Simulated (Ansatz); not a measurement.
# Converging the field response of a MgS (001) film

Which settings does the induced dipole of a MgS (001) film need, and which can be cut?

Main program and level: Ansatz 0.2.0; plane-wave DFT, PBE, Ansatz PAW, in the first sound run; inputs show where later runs differ.

## (1) Set-up

The cell holds 10 atoms: 5 Mg and 5 S. Cell: a = 3.677 Å, b = 3.677 Å, c = 28.400 Å, α = 90.0°, β = 90.0°, γ = 90.0°. It derives from MgS (rocksalt MgS). Vacuum lies along c.

## (2) Single point, setting first choice

The first choice: the default cutoff of 420 eV, a 8×8×1 mesh, 18 Å of vacuum, 0.1 V/Å and a tight threshold. Each later run changes one input against this one; other functionals and files bring their own cutoffs.

Contents of input.yaml:

```yaml
crystal:
  lattice:
    - [3.67695526, 0.0, 0.0]
    - [0.0, 3.67695526, 0.0]
    - [0.0, 0.0, 28.4]
  atoms:
    - { symbol: Mg, position: [0.5, 0.5, 0.3169014085] }
    - { symbol: S, position: [0.0, 0.0, 0.3169014085] }
    - { symbol: Mg, position: [0.0, 0.0, 0.4084507042] }
    - { symbol: S, position: [0.5, 0.5, 0.4084507042] }
    - { symbol: Mg, position: [0.5, 0.5, 0.5] }
    - { symbol: S, position: [0.0, 0.0, 0.5] }
    - { symbol: Mg, position: [0.0, 0.0, 0.5915492958] }
    - { symbol: S, position: [0.5, 0.5, 0.5915492958] }
    - { symbol: Mg, position: [0.5, 0.5, 0.6830985915] }
    - { symbol: S, position: [0.0, 0.0, 0.6830985915] }
kpoints:
  mp_grid: { grid: [8, 8, 1] }
hamiltonian:
  xc: pbe
scf:
  occupations: { method: fixed }
  convergence: { dr2_threshold: 1.0e-10 }
efield:
  axis: 3
  dipole_correction: true
  ramp_position: 0.97
  ramp_width: 0.06
  amplitude: 0.1
output:
  write_potential: true
  write_density: true
  volumetric_format: npy
```

Run with:

```bash
> ansatz run input.yaml --threads 4 --pin off --max-ram 6144MiB --backend cpu --events-out ev --progress --plain --runs-dir out
```

Numbers of over 12 decimals in the logs are rounded to 6 here.

The log of the run:

```text
Engine: ansatz 0.2.0, x86_64-unknown-linux-gnu
Pseudopotentials: kind: paw
Pseudopotential: Mg, paw, valence charge 10, recommended cutoff 420 eV (normal), Mg.paw.azcp
Pseudopotential: S, paw, valence charge 6, recommended cutoff 420 eV (normal), S.paw.azcp
Functional definition: PBE
  parameter kappa = 0.804
  parameter beta = 0.066725
  exchange = pbe_x(kappa = kappa, mu = beta*pi^2/3)
  correlation = pbe_c(beta = beta)
Crystal: 10 atoms, lattice volume = 383.968 Å³
Basis set: ecut = 420 eV, 7511 PW (Γ)
Bands: 50, of which v1, the nominal top of the filled ones, is band 40 counted from 1 (39 counted from 0)
Symmetry: 8 space group operations
k-points: 15 of 64
Non-local potential: Mg, projectors of the file, l = 0: 3, l = 1: 2, l = 2: 1
Non-local potential: S, projectors of the file, l = 0: 2, l = 1: 2, l = 2: 2
PAW form: soft (Blöchl's): semilocal exchange-correlation on the pseudo side does not see the compensation charge
PAW one-centre angular grid: Mg, 110 points (default); XC on 64 Gauss nodes
PAW one-centre angular grid: S, 110 points (default); XC on 64 Gauss nodes
Initial density: superposition of atomic densities (neutral atoms: chi_scale 0, normalization atom, screened)
Initial wavefunctions: pseudopotential atomic-orbital guess
Functional: x = pbe(κ = 0.804, μ = 0.219515), c = pbe(β = 0.066725)
SCF iter   1: F=—  HF=-14145.539089 eV  |F-HF|=—  |Δ(HF+E_count)|=         —  Δρ=3.14e-2  dr2=8.23e0  ethr=3.10e-3  p=0.099 e·Å  D=4.66e-2 V/Å  ΔV_dip=-1.32 eV  dr2_dipole=1.64e-3  V_vac-E_F(+/−)=8.71/7.42 eV  ⟨swp⟩=5.7  Hψ=2877  notcnv=0  defer=102
efield: sawtooth ramp at fractional position 0.9700 (set: `efield.ramp_position`, or a place that a band, a saddle search or an elastic batch's reference lends), width 0.0600; the density the first Hamiltonian is built on has a dipole p = 0.099 e·Å; the dipole correction subtracts the counter field D = 4.66e-2 V/Å, which shifts the + side's vacuum level by -1.32 eV against the − side's; the planar-averaged density in the ramp window peaks in size at 4.4e-7 e/Å³
preconditioner: auto → Resta (q_TF=auto, 2.101 Å⁻¹)  ε∞=2.3  [insulator: Δε(μ)=3.849 eV  Ē_g=10.676 eV  n_scr=62 (ndim 8)  ℏωp=12.0 eV  f_vac=0.490  ε∞_Penn≈2.3  vacuum switching on, ρ_ref=8.3e-3 e/Å³]
SCF iter   2: F=—  HF=-14143.080720 eV  |F-HF|=—  |Δ(HF+E_count)|=    2.46e0  Δρ=1.21e-2  dr2=8.56e-1  ethr=3.10e-3  p=0.080 e·Å  D=3.75e-2 V/Å  ΔV_dip=-1.07 eV  dr2_dipole=1.37e-4  V_vac-E_F(+/−)=6.45/4.91 eV  ⟨swp⟩=3.3  Hψ=1281  notcnv=0  defer=112  κ⁻¹=1.0e0(r=1)
SCF iter   3: F=—  HF=-14142.948956 eV  |F-HF|=—  |Δ(HF+E_count)|=   1.32e-1  Δρ=5.81e-3  dr2=1.17e-1  ethr=1.07e-3  p=0.087 e·Å  D=4.08e-2 V/Å  ΔV_dip=-1.16 eV  dr2_dipole=5.27e-5  V_vac-E_F(+/−)=5.81/4.36 eV  ⟨swp⟩=2.9  Hψ=972  notcnv=0  defer=118  κ⁻¹=2.4e-2(r=2)
SCF iter   4: F=—  HF=-14142.958326 eV  |F-HF|=—  |Δ(HF+E_count)|=   9.37e-3  Δρ=1.32e-3  dr2=6.94e-3  ethr=1.47e-4  p=0.081 e·Å  D=3.83e-2 V/Å  ΔV_dip=-1.09 eV  dr2_dipole=9.06e-5  V_vac-E_F(+/−)=5.63/4.11 eV  ⟨swp⟩=3.4  Hψ=1066  notcnv=0  defer=120  κ⁻¹=4.7e-3(r=3)
SCF iter   5: F=—  HF=-14142.961103 eV  |F-HF|=—  |Δ(HF+E_count)|=   2.78e-3  Δρ=3.33e-4  dr2=3.33e-4  ethr=8.67e-6  p=0.086 e·Å  D=4.04e-2 V/Å  ΔV_dip=-1.15 eV  dr2_dipole=8.59e-6  V_vac-E_F(+/−)=5.56/4.10 eV  ⟨swp⟩=3.0  Hψ=1049  notcnv=0  defer=120  κ⁻¹=1.8e-4(r=4)
SCF iter   6: F=—  HF=-14142.961504 eV  |F-HF|=—  |Δ(HF+E_count)|=   4.02e-4  Δρ=1.52e-4  dr2=6.91e-5  ethr=4.16e-7  p=0.084 e·Å  D=3.97e-2 V/Å  ΔV_dip=-1.13 eV  dr2_dipole=2.47e-6  V_vac-E_F(+/−)=5.55/4.07 eV  ⟨swp⟩=2.0  Hψ=1065  notcnv=0  defer=119  κ⁻¹=2.1e-5(r=5)
SCF iter   7: F=—  HF=-14142.961582 eV  |F-HF|=—  |Δ(HF+E_count)|=   7.75e-5  Δρ=5.29e-5  dr2=1.16e-5  ethr=8.64e-8  p=0.085 e·Å  D=4.00e-2 V/Å  ΔV_dip=-1.14 eV  dr2_dipole=3.14e-7  V_vac-E_F(+/−)=5.55/4.08 eV  ⟨swp⟩=2.0  Hψ=963  notcnv=0  defer=112  κ⁻¹=4.7e-6(r=6)
SCF iter   8: F=—  HF=-14142.961596 eV  |F-HF|=—  |Δ(HF+E_count)|=   1.36e-5  Δρ=1.40e-5  dr2=1.10e-6  ethr=1.45e-8  p=0.085 e·Å  D=3.99e-2 V/Å  ΔV_dip=-1.13 eV  dr2_dipole=2.80e-9  V_vac-E_F(+/−)=5.54/4.07 eV  ⟨swp⟩=2.0  Hψ=990  notcnv=0  defer=97  κ⁻¹=1.3e-7(r=7)
SCF iter   9: F=—  HF=-14142.961478 eV  |F-HF|=—  |Δ(HF+E_count)|=   1.18e-4  Δρ=6.03e-6  dr2=1.36e-7  ethr=1.37e-9  p=0.085 e·Å  D=3.99e-2 V/Å  ΔV_dip=-1.13 eV  dr2_dipole=1.25e-11  V_vac-E_F(+/−)=5.54/4.07 eV  ⟨swp⟩=2.0  Hψ=1046  notcnv=0  defer=85  κ⁻¹=5.3e-8(r=8)
SCF iter  10: F=—  HF=-14142.961478 eV  |F-HF|=—  |Δ(HF+E_count)|=   6.87e-8  Δρ=2.34e-6  dr2=1.84e-8  ethr=1.70e-10  p=0.085 e·Å  D=3.99e-2 V/Å  ΔV_dip=-1.13 eV  dr2_dipole=1.05e-11  V_vac-E_F(+/−)=5.54/4.07 eV  ⟨swp⟩=2.0  Hψ=983  notcnv=0  defer=85  κ⁻¹=4.8e-8(r=8)
SCF iter  11: F=—  HF=-14142.961478 eV  |F-HF|=—  |Δ(HF+E_count)|=   1.17e-8  Δρ=5.02e-7  dr2=6.51e-10  ethr=2.30e-11  p=0.085 e·Å  D=3.99e-2 V/Å  ΔV_dip=-1.13 eV  dr2_dipole=2.91e-12  V_vac-E_F(+/−)=5.54/4.07 eV  ⟨swp⟩=2.0  Hψ=933  notcnv=0  defer=85  κ⁻¹=2.3e-8(r=8)
SCF iter  12: F=-14142.961478 eV  HF=-14142.961478 eV  |F-HF|=1.15e-10  |Δ(HF+E_count)|=  8.84e-10  Δρ=1.14e-7  dr2=3.17e-11  ethr=1.00e-12  p=0.085 e·Å  D=3.99e-2 V/Å  ΔV_dip=-1.13 eV  dr2_dipole=5.54e-14  V_vac-E_F(+/−)=5.54/4.07 eV  ⟨swp⟩=24.6  Hψ=4027  notcnv=0
SCF 1 converged in 12 iterations: F = -14142.961478 eV  dr2 = 3.17e-11
  greatest PAW one-centre occupation: 1.000 electrons in one spin orbital (limit 2), on the Mg atom at site 6 (counted from 0), in its partial waves of l = 0
WARN: The output density's exchange-correlation potential varies sharply where the density is thin. Do not read a vacuum level from v_tot or v_xc, or from such a field of the output density. On a cell that repeats whose density bears no net charge and no dipole along the vacuum's axis use v_es (v_loc + v_h of the components); under efield.dipole_correction with no amplitude use v_es + v_field, which holds any externa [...]
SCF converged after 12 iterations
Stability not checked: this state was not tested for a lower state beside it, because the mixer in use, unlike msr1, does not test its closes by its own steps (another_mixer; see scf.mixing.algorithm and scf.lower_state_search)
Free energy (F): -14142.961478 eV
Harris-Foulkes:  -14142.961478 eV  (|F-HF|=1.15e-10)
Internal energy: -14142.961478 eV  (E = F + TS)
E sigma→0 (E₀):  -14142.961478 eV
Fermi energy:    0.306126 eV
Dipole field:    D = 0.039933 V/Å  (p = 0.084735 e·Å, saw-weighted, corrected)
Work function:   not extracted (applied field tilts the vacuum); planar V_es + V_field profile in the machine report
Levels:          The Fermi level and band energies are counted from a zero that moves with the ramp; work functions are not
--- Per-component energies (eV) ---
  E_band       = -2141.635703
  E_kinetic    = 922.416611
  E_local      = -69452.065586  (includes V_loc(G=0)·N_el)
  E_nonlocal   = 617.085163
  E_hartree    = 33286.044723
  E_xc         = -636.601685
  E_vxc        = -632.264143  (∫ρ·V_xc dr)
  E_paw        = -4465.641748  (= ΣΔE_a)
  E_vpaw       = -168.891529  (= ΣTr[D̂ρ^β])
  E_aug_tail   = -0.000008  (compensation charges beyond the density's cutoff)
  E_efield     = -0.006782  (sawtooth field / dipole correction)
  E_vefield    = -0.005090  (∫n·V_field dr)
  E_ewald      = 25585.807833
  E_smearing   = -0.000000  (= −TS)
  E_closure    = -0.000000  (closes the sum)
  Σ components = -14142.961478   (vs F -14142.961478, Δ=0.00e0)
--- Band table (eV; the first three rows and the last of 15) ---
  k-point 0: bands = [... 36 lower, -0.0679, -0.0679, 0.3061, 0.3061, 3.1588, 3.4967, 3.6280, 4.3652, ... 6 higher]
  k-point 1: bands = [... 36 lower, -0.0808, -0.0472, 0.1866, 0.2986, 3.5311, 3.8047, 4.0027, 4.6607, ... 6 higher]
  k-point 2: bands = [... 36 lower, -0.1114, -0.0405, -0.0114, 0.2512, 3.9679, 4.2679, 4.6173, 5.1942, ... 6 higher]
  k-point 14: bands = [... 36 lower, -1.4919, -1.4673, -0.9234, -0.7121, 2.7965, 3.1448, 3.8752, 4.5773, ... 6 higher]
```

Wall time 3.2 s (4 threads of AMD EPYC 9R45, shared host); peak memory 0.86 GiB; 12 s of CPU time.

Reading the cycles: dr2 is the Hartree energy of the density residual (eV), the measure of convergence; HF is the Harris–Foulkes estimate of the energy, which meets the free energy F at convergence.

Numbers from this step:

```
gap on the k-mesh                       : 2.490 eV
dipole along the normal                 : 0.08474 e·Å
equivalent conductor thickness p/(ε₀AE) : 11.34 Å
```

Running mean over 2.6 Å of the planar mean, with the applied field; the ramp of the sawtooth is left out. The electron's electrostatic potential energy less the highest filled level by z:

```tsv
z (Å)	electron's electrostatic potential energy less the highest filled level (eV)
4	4.38
5	4.48
6	4.52
7	3.73
8	-1.54
9	-3.67
10	-3.57
11	-3.48
12	-3.47
13	-3.46
14	-3.45
15	-3.43
16	-3.40
17	-3.37
18	-3.40
19	-3.49
20	-2.90
21	2.44
22	4.87
23	5.14
24	5.25
25	5.35
```

The dipole corresponds to a conductor 11.341 Å thick.

## (3) Run, box 28.4 Å

input.yaml, as its differences from that of step 2:

```diff
@@ -29,2 +29,4 @@
   amplitude: 0.1
+basis:
+  ecutwfc: "250 eV"
 output:
```

The log of the run:

```text
Warning: basis.ecutwfc = 250 eV is below the records' recommended 420 eV, and the density's cutoff is lower with it unless basis.ecutrho_ratio is high enough to keep the records' density cutoff: compare with a run at a higher cutoff
[...]
Crystal: 10 atoms, lattice volume = 383.968 Å³
Basis set: ecut = 250 eV, 3485 PW (Γ)
[...]
k-point 0: bands = [... 36 lower, -0.0744, -0.0744, 0.2979, 0.2979, 3.1652, 3.5048, 3.6440, 4.3691, ... 6 higher]
  k-point 1: bands = [... 36 lower, -0.0869, -0.0534, 0.1797, 0.2911, 3.5341, 3.8121, 4.0197, 4.6597, ... 6 higher]
  k-point 2: bands = [... 36 lower, -0.1175, -0.0460, -0.0172, 0.2444, 3.9702, 4.2735, 4.6359, 5.1958, ... 6 higher]
  k-point 14: bands = [... 36 lower, -1.4981, -1.4714, -0.9257, -0.7150, 2.8152, 3.1586, 3.8971, 4.5929, ... 6 higher]
[key lines of the parts left out:]
SCF converged after 12 iterations
Free energy (F): -14141.630698 eV
Fermi energy:    0.297905 eV
Dipole field:    D = 0.039891 V/Å  (p = 0.084646 e·Å, saw-weighted, corrected)
```

Wall time 1.6 s (4 threads); peak memory 0.56 GiB.

The dipole corresponds to a conductor 11.329 Å thick, -0.11 % from the first choice, at 0.49 times its CPU time.

## (4) Single point, box 28.4 Å

input.yaml, as its differences from that of step 3:

```diff
@@ -30,3 +30,3 @@
 basis:
-  ecutwfc: "250 eV"
+  ecutwfc: "330 eV"
 output:
```

The log of the run:

```text
[...]
Crystal: 10 atoms, lattice volume = 383.968 Å³
Basis set: ecut = 330 eV, 5301 PW (Γ)
Bands: 50, of which v1, the nominal top of the filled ones, is band 40 counted from 1 (39 counted from 0)
Symmetry: 8 space group operations
k-points: 15 of 64
[...]
k-point 0: bands = [... 36 lower, -0.0679, -0.0679, 0.3061, 0.3061, 3.1597, 3.4979, 3.6301, 4.3679, ... 6 higher]
  k-point 1: bands = [... 36 lower, -0.0807, -0.0471, 0.1867, 0.2987, 3.5319, 3.8058, 4.0050, 4.6633, ... 6 higher]
  k-point 2: bands = [... 36 lower, -0.1113, -0.0404, -0.0112, 0.2515, 3.9688, 4.2689, 4.6202, 5.1968, ... 6 higher]
  k-point 14: bands = [... 36 lower, -1.4919, -1.4668, -0.9236, -0.7122, 2.7989, 3.1469, 3.8776, 4.5800, ... 6 higher]
[key lines of the parts left out:]
SCF converged after 12 iterations
Free energy (F): -14142.928414 eV
Fermi energy:    0.306101 eV
Dipole field:    D = 0.039930 V/Å  (p = 0.084728 e·Å, saw-weighted, corrected)
```

The job ended after 2.2 s (4 threads; peak memory 0.71 GiB).

The dipole corresponds to a conductor 11.340 Å thick, -0.01 % from the first choice, at 0.67 times its CPU time.

## (5) Run, box 28.4 Å (run 2)

input.yaml, as its differences from that of step 4:

```diff
@@ -30,3 +30,3 @@
 basis:
-  ecutwfc: "330 eV"
+  ecutwfc: "600 eV"
 output:
```

The log of the run:

```text
[...]
Crystal: 10 atoms, lattice volume = 383.968 Å³
Basis set: ecut = 600 eV, 12913 PW (Γ)
Bands: 50, of which v1, the nominal top of the filled ones, is band 40 counted from 1 (39 counted from 0)
Symmetry: 8 space group operations
k-points: 15 of 64
[...]
k-point 0: bands = [... 36 lower, -0.0680, -0.0680, 0.3060, 0.3060, 3.1583, 3.4961, 3.6276, 4.3655, ... 6 higher]
  k-point 1: bands = [... 36 lower, -0.0809, -0.0473, 0.1865, 0.2985, 3.5304, 3.8041, 4.0022, 4.6617, ... 6 higher]
  k-point 2: bands = [... 36 lower, -0.1115, -0.0406, -0.0115, 0.2511, 3.9670, 4.2672, 4.6169, 5.1950, ... 6 higher]
  k-point 14: bands = [... 36 lower, -1.4920, -1.4672, -0.9236, -0.7123, 2.7964, 3.1446, 3.8748, 4.5771, ... 6 higher]
[key lines of the parts left out:]
SCF converged after 12 iterations
Free energy (F): -14142.963618 eV
Fermi energy:    0.306007 eV
Dipole field:    D = 0.039936 V/Å  (p = 0.084741 e·Å, saw-weighted, corrected)
```

The job ended after 5 s (4 threads; peak memory 1.3 GiB).

The dipole corresponds to a conductor 11.342 Å thick, +0.01 % from the first choice, at 1.6 times its CPU time.

## (6) Run, box 28.4 Å (run 3)

input.yaml, as its differences from that of step 5:

```diff
@@ -17,3 +17,3 @@
 kpoints:
-  mp_grid: { grid: [8, 8, 1] }
+  mp_grid: { grid: [1, 1, 1] }
 hamiltonian:
@@ -29,4 +29,2 @@
   amplitude: 0.1
-basis:
-  ecutwfc: "600 eV"
 output:
```

The log of the run:

```text
[...]
Crystal: 10 atoms, lattice volume = 383.968 Å³
Basis set: ecut = 420 eV, 7511 PW (Γ)
Bands: 50, of which v1, the nominal top of the filled ones, is band 40 counted from 1 (39 counted from 0)
Symmetry: 8 space group operations
k-points: 1
[...]
Internal energy: -14124.886404 eV  (E = F + TS)
E sigma→0 (E₀):  -14124.886404 eV
Fermi energy:    0.214950 eV
Dipole field:    D = 0.043449 V/Å  (p = 0.092197 e·Å, saw-weighted, corrected)
Work function:   not extracted (applied field tilts the vacuum); planar V_es + V_field profile in the machine report
[...]
--- Band table (eV) ---
  k-point 0: bands = [... 36 lower, -0.0586, -0.0586, 0.2149, 0.2149, 2.9722, 3.2268, 3.4572, 4.1567, ... 6 higher]
[key lines of the parts left out:]
SCF converged after 13 iterations
Free energy (F): -14124.886404 eV
```

Elapsed: 0.49 s, on 4 threads; peak memory 0.42 GiB; 1.4 s of CPU time.

The dipole corresponds to a conductor 12.340 Å thick, +8.81 % from the first choice, at 0.12 times its CPU time.

## (7) Run, box 28.4 Å (run 4)

input.yaml, as its differences from that of step 6:

```diff
@@ -17,3 +17,3 @@
 kpoints:
-  mp_grid: { grid: [1, 1, 1] }
+  mp_grid: { grid: [2, 2, 1] }
 hamiltonian:
```

The log of the run:

```text
[...]
Crystal: 10 atoms, lattice volume = 383.968 Å³
Basis set: ecut = 420 eV, 7511 PW (Γ)
Bands: 50, of which v1, the nominal top of the filled ones, is band 40 counted from 1 (39 counted from 0)
Symmetry: 8 space group operations
k-points: 3 of 4
[...]
--- Band table (eV) ---
  k-point 0: bands = [... 36 lower, 0.0743, 0.0743, 0.4168, 0.4168, 3.2155, 3.5359, 3.6470, 4.3927, ... 6 higher]
  k-point 1: bands = [... 36 lower, -0.1097, -0.0360, -0.0340, 0.1250, 4.4683, 4.7476, 5.2388, 5.7995, ... 6 higher]
  k-point 2: bands = [... 36 lower, -1.3956, -1.3956, -0.7695, -0.5756, 2.8153, 3.1652, 3.9080, 4.5683, ... 6 higher]
[key lines of the parts left out:]
SCF converged after 12 iterations
Free energy (F): -14140.624789 eV
Fermi energy:    0.416759 eV
Dipole field:    D = 0.041007 V/Å  (p = 0.087014 e·Å, saw-weighted, corrected)
```

Run time: 0.66 s. Hardware: 4 threads; peak memory 0.6 GiB.

The dipole corresponds to a conductor 11.646 Å thick, +2.69 % from the first choice, at 0.18 times its CPU time.

## (8) Single point, box 28.4 Å (run 2)

input.yaml, as its differences from that of step 7:

```diff
@@ -17,3 +17,3 @@
 kpoints:
-  mp_grid: { grid: [2, 2, 1] }
+  mp_grid: { grid: [4, 4, 1] }
 hamiltonian:
```

The log of the run:

```text
[...]
Crystal: 10 atoms, lattice volume = 383.968 Å³
Basis set: ecut = 420 eV, 7511 PW (Γ)
Bands: 50, of which v1, the nominal top of the filled ones, is band 40 counted from 1 (39 counted from 0)
Symmetry: 8 space group operations
k-points: 6 of 16
[...]
k-point 0: bands = [... 36 lower, -0.0560, -0.0560, 0.3169, 0.3169, 3.1637, 3.5009, 3.6308, 4.3677, ... 6 higher]
  k-point 1: bands = [... 36 lower, -0.1020, -0.0313, 0.0007, 0.2621, 3.9722, 4.2719, 4.6204, 5.1978, ... 6 higher]
  k-point 2: bands = [... 36 lower, -0.2060, -0.1664, -0.1088, -0.0455, 4.4286, 4.7213, 5.1799, 5.7126, ... 6 higher]
  k-point 5: bands = [... 36 lower, -1.4825, -1.4618, -0.9123, -0.7015, 2.7988, 3.1472, 3.8788, 4.5793, ... 6 higher]
[key lines of the parts left out:]
SCF converged after 12 iterations
Free energy (F): -14142.874218 eV
Fermi energy:    0.316937 eV
Dipole field:    D = 0.039968 V/Å  (p = 0.084811 e·Å, saw-weighted, corrected)
```

Wall time 1.4 s (4 threads); peak memory 0.7 GiB; 4.7 s of CPU time.

The dipole corresponds to a conductor 11.351 Å thick, +0.09 % from the first choice, at 0.38 times its CPU time.

## (9) Run, box 28.4 Å (run 5)

input.yaml, as its differences from that of step 8:

```diff
@@ -17,3 +17,3 @@
 kpoints:
-  mp_grid: { grid: [4, 4, 1] }
+  mp_grid: { grid: [16, 16, 1] }
 hamiltonian:
```

The log of the run:

```text
[...]
Crystal: 10 atoms, lattice volume = 383.968 Å³
Basis set: ecut = 420 eV, 7511 PW (Γ)
Bands: 50, of which v1, the nominal top of the filled ones, is band 40 counted from 1 (39 counted from 0)
Symmetry: 8 space group operations
k-points: 45 of 256
[...]
k-point 0: bands = [... 36 lower, -0.0681, -0.0681, 0.3059, 0.3059, 3.1587, 3.4966, 3.6280, 4.3651, ... 6 higher]
  k-point 1: bands = [... 36 lower, -0.0625, 0.1188, 0.1540, 0.3045, 3.2838, 3.5862, 3.7433, 4.4537, ... 6 higher]
  k-point 2: bands = [... 36 lower, -0.0810, -0.0474, 0.1864, 0.2984, 3.5311, 3.8046, 4.0026, 4.6606, ... 6 higher]
  k-point 44: bands = [... 36 lower, -1.4921, -1.4674, -0.9236, -0.7123, 2.7965, 3.1447, 3.8751, 4.5773, ... 6 higher]
[key lines of the parts left out:]
SCF converged after 12 iterations
Free energy (F): -14142.961962 eV
Fermi energy:    0.305936 eV
Dipole field:    D = 0.039934 V/Å  (p = 0.084738 e·Å, saw-weighted, corrected)
```

Wall time 8.8 s (4 threads); peak memory 1.3 GiB.

The dipole corresponds to a conductor 11.341 Å thick, +0.00 % from the first choice, at 2.8 times its CPU time.

(Continued in part 2 of 3.)

[Logs are printed without paths, hosts, clocks, repeated set-up lines and the standing remarks that a program may print on its own settings, such as how far it seeks lower states.]

[Hosts, paths, dates, database ids (printed as entryN), source tags and the programs' standing remarks are cut or masked in the printed files.]

[Maps of the electrostatic potential energy from Ansatz leave out the sawtooth potential of an applied field or a dipole correction, so their vacuum need not be flat; planar profiles and work functions include it.]
